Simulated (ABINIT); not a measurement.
**In2O3 (R-3c): G0W0 with ABINIT, start to end**

Wanted: ground state, empty states, screening and self-energy for In2O3 (R-3c).

Method: LDA and many-body steps on it, plane waves, in ABINIT 10.8.3.

**What was measured.**

- Gap 3.08 eV: optical gap from linear extrapolation of the absorption edge; UV-visible absorption, Tauc-type extrapolation; powder (hydrothermally grown microspheres, annealed at 400 C) (“Fabrication and performance enhancement of an In2O3/BiVO4 heterojunction for N-butanol gas sensing applications”, 2024, pmc:11650617).

Report form: the programs' logs are mostly left out.

## 1. The structure

The structure is trigonal, space group R-3c (No. 167). Conventional cell: a = 5.487 Å, b = 5.487 Å, c = 14.510 Å, α = 90.00°, β = 90.00°, γ = 120.00°. Nearest to In lie 6 O at 2.12 to 2.26 Å. Nearest to O lie 4 In at 2.12 to 2.26 Å. Farther neighbours and most contacts between anions are not listed.

Coordinates:

```cif
data_structure
_symmetry_space_group_name_H-M 'R-3c:H'
_symmetry_Int_Tables_number 167
_cell_length_a 5.4870
_cell_length_b 5.4870
_cell_length_c 14.5100
_cell_angle_alpha 90.000
_cell_angle_beta 90.000
_cell_angle_gamma 120.000
_cell_volume 378.33
loop_
_atom_site_label
_atom_site_type_symbol
_atom_site_symmetry_multiplicity
_atom_site_Wyckoff_symbol
_atom_site_fract_x
_atom_site_fract_y
_atom_site_fract_z
_atom_site_occupancy
In1 In 12 c 0.66667 0.33333 0.19064 1
O1 O 18 e 0.63133 0.66667 0.41667 1
```

The cell and positions come from the Crystallography Open Database and are kept as given unless a step says otherwise. This is not the form that In2O3 usually takes at ambient conditions.

## 2. Ground state

This step: ABINIT 10.8.3; DFT, LDA, plane waves, norm-conserving pseudopotentials.

The ground-state density comes first.

run.abi

```
acell 3*1.0 Angstrom
rprim 
  2.743499999981 1.583960463511 4.836666666700
  -2.743499999981 1.583960463511 4.836666666700
  -0.000000000000 -3.167920927022 4.836666666700
ntypat 2
znucl 49 8
natom 10
typat 1 1 1 1 2 2 2 2 2 2
xred 
  0.357310000000 0.357310000000 0.357310000000
  0.142690000000 0.142690000000 0.142690000000
  0.642690000000 0.642690000000 0.642690000000
  0.857310000000 0.857310000000 0.857310000000
  0.548000000000 0.952000000000 0.250000000000
  0.250000000000 0.548000000000 0.952000000000
  0.952000000000 0.250000000000 0.548000000000
  0.452000000000 0.048000000000 0.750000000000
  0.750000000000 0.452000000000 0.048000000000
  0.048000000000 0.750000000000 0.452000000000
pp_dirpath "pseudos"
pseudos "In.upf, O.upf"
ecut 42
ngkpt 4 4 4
nshiftk 1
shiftk 0 0 0
kptopt 1
chksymbreak 0
nband 69
occopt 1
tolvrs 1e-08
nstep 60
prtwf 0
optforces 0
optstress 0
indata_prefix "in"
outdata_prefix "out"
tmpdata_prefix "tmp"
```

Run with:

```
$ OMP_NUM_THREADS=1 mpirun -n 4 abinit run.abi > log
```

The job ended after 2.3 min (4 MPI ranks of Arm Neoverse V2, shared host; peak memory 0.63 GiB; 9.3 min of CPU time).

This step gave:

```yaml
total_energy: -24399.8737 eV
gap: 1.199 eV
k_of_the_valence_top: 0.25, 0, 0
k_of_the_conduction_bottom: 0, 0, 0
least_direct_gap: 1.246 eV
```

The gap is indirect, with the least direct gap 0.05 eV higher.

## 3. Empty states on the mesh, 4×4×4 mesh, 140 bands

The sums over transitions need many empty states on a uniform mesh; this step solves for them.

run.abi: that of step 2 with these lines changed.

```diff
@@ -28,9 +28,10 @@
 chksymbreak 0
-nband 69
-occopt 1
-tolvrs 1e-08
+iscf -2
+irdden 1
+istwfk *1
+nband 140
+nbdbuf 12
+tolwfr 1e-09
 nstep 60
-prtwf 0
-optforces 0
-optstress 0
+prtvol 0
 indata_prefix "in"
```

Wall time 2.9 min (4 MPI ranks); peak memory 0.72 GiB.

This step gave:

```
gap                                                           : 1.199 eV
k of the valence top                                          : 0.25, 0, 0
k of the conduction bottom                                    : 0, 0, 0
least direct gap                                              : 1.246 eV
k points computed                                             : 13
lowest point of the top converged band, above the valence top : 33.36 eV
```

On this mesh the gap is 1.199 eV.

## 4. Screening, 4×4×4 mesh, 128 bands, screening to 89.8 eV

The RPA dielectric matrix is built and inverted for each q.

This step: RPA screening on LDA, plane waves, norm-conserving pseudopotentials.

run.abi: that of step 3 with these lines changed.

```diff
@@ -28,10 +28,11 @@
 chksymbreak 0
-iscf -2
-irdden 1
 istwfk *1
-nband 140
-nbdbuf 12
-tolwfr 1e-09
-nstep 60
-prtvol 0
+occopt 1
+irdwfk 1
+optdriver 3
+nband 128
+ecuteps 3.3
+inclvkb 2
+awtr 1
+symchi 1
 indata_prefix "in"
```

Wall time 17 min (4 MPI ranks); peak memory 8.2 GiB.

Numbers from this step:

| Item | Value |
| --- | --- |
| ε∞ with local fields, on this mesh, along the program's q direction | 5.056 |
| the same without local fields | 5.240 |
| plasma frequency | 36.22 eV |
| plane waves in the screening matrix | 259 |

Local fields lower ε∞ by 4 %.

## 5. Self-energy, 4×4×4 mesh, 128 bands, screening to 89.8 eV

The self-energy is evaluated for the states that the input lists, and the levels follow from it, in one-shot runs by the linearised quasiparticle equation.

This step: G0W0 on LDA, plane waves, norm-conserving pseudopotentials.

run.abi: that of step 4 with these lines changed.

```diff
@@ -31,8 +31,17 @@
 irdwfk 1
-optdriver 3
+optdriver 4
 nband 128
+gwcalctyp 0
+ecutsigx 42
+symsigma 1
+nkptgw 2
+kptgw 
+  0.2500000000 0.0000000000 0.0000000000
+  0.0000000000 0.0000000000 0.0000000000
+bdgw 
+  59 62
+  59 62
 ecuteps 3.3
-inclvkb 2
-awtr 1
-symchi 1
+irdscr 1
+ppmodel 1
 indata_prefix "in"
```

The job ended after 40 s (4 MPI ranks; peak memory 4.4 GiB; 2.7 min of CPU time).

This step gave:

* G0W0 gap on the points computed: 2.668 eV
* starting gap on the mesh: 1.199 eV
* k of the valence top: 0.25, 0, 0
* k of the conduction bottom: 0, 0, 0
* Z at the valence top: 0.781
* Z at the conduction bottom: 0.841
* least direct G0W0 gap on the computed points: 2.700 eV

The gap on the mesh goes from 1.20 eV to 2.67 eV, a correction of +1.47 eV.

Limits: finite bands, cutoff and mesh; no spin-orbit coupling. v1 is the top filled band, c1 the lowest empty one. The levels before and after the correction (eV, zero at the valence-band top of each column):

```tsv
	conduction bottom	valence top
Kohn-Sham	1.20	0.00
G0W0	2.67	0.00
```

```tsv
	level	energy (eV)
Kohn-Sham	(0.25 0 0) v2	-0.165
Kohn-Sham	(0.25 0 0) v1	0.000
Kohn-Sham	(0.25 0 0) c1	2.787
Kohn-Sham	(0.25 0 0) c2	5.821
Kohn-Sham	Γ v2-v1	-0.047
Kohn-Sham	Γ c1	1.199
Kohn-Sham	Γ c2	5.430
G0W0	(0.25 0 0) v2	-0.181
G0W0	(0.25 0 0) v1	0.000
G0W0	(0.25 0 0) c1	4.376
G0W0	(0.25 0 0) c2	8.165
G0W0	Γ v2-v1	-0.032
G0W0	Γ c1	2.668
G0W0	Γ c2	7.314
```

## 6. Where the time went

Times are wall times on 4 MPI ranks of Arm Neoverse V2, shared host, good to a factor of about two.

```tsv
step	time	share	memory (GiB)
ground state	2.3 min	10 %	0.63
empty states on the mesh	2.9 min	13 %	0.72
screening	17 min	74 %	8.2
self-energy	40 s	3 %	4.4
```

## 7. Results

```json
{
 "LDA gap": "1.20 eV, indirect (only 47 meV under the direct gap)",
 "G0W0 gap on the mesh": "2.67 eV",
 "GW settings": "4×4×4 mesh, 128 bands, screening to 89.8 eV, Godby-Needs plasmon pole",
 "known limits": "not at the basis limit; no spin-orbit coupling"
}
```

**Reading.** G0W0 moves the gap on the mesh from 1.20 eV to 2.67 eV (+1.47 eV), with Z of 0.78 and 0.84 at the edges. Local fields lower the RPA ε∞ on this mesh from 5.24 to 5.06. Only 2 of the mesh's irreducible points were corrected, so a valley elsewhere could overtake. The dearest step here is «screening». Against experiment, by G0W0@LDA: the gap of 2.67 eV lies −0.41 eV from the measured 3.08 eV (optical, 2024). An exciton line or allowed optical edge lies below the quasiparticle gap by the binding energy; a forbidden edge can push the onset above it. The calculation has static nuclei and no excitons; a measured gap holds zero-point and thermal motion, which mostly lowers it. Against the values above the computed gap that would widen the miss. An edge that is forbidden or weak in absorption could explain it, and so could too strong a screening: the start's gap is only 1.20 eV, and one shot does not repair that. Bands and cutoff are finite, so the gap is not at the basis limit. The miss can reach some tenths of an eV and take either sign; the mesh is an error of its own. In the G0W0 run levels were corrected at 2 k points alone, so a gap called «on the mesh» is the least over those, and an edge elsewhere would be missed. The many-body steps are scalar-relativistic: spin-orbit coupling is not in them.

[Paths, hosts, dates, memory and timing lines, banners, echoed tables and standing remarks are left out of the program output.]

[Logs are printed without paths, hosts, clocks, repeated set-up lines and the standing remarks that a program may print on its own settings, such as how far it seeks lower states.]

[Runs of the session that timed out or met a known fault of the program may be left out.]

[Hosts, paths, dates, database ids (printed as entryN), source tags and the programs' standing remarks are cut or masked in the printed files.]

[G0W0 gaps are taken among the corrected bands and points alone; a level outside them can change the order at an edge.]

[Where Ansatz stands beside ABINIT at settings called matched, ABINIT's density can come from a denser mesh and the files from another edition; pairs whose starting gaps differed by over 0.03 eV were left out, so agreement reads better than it is.]
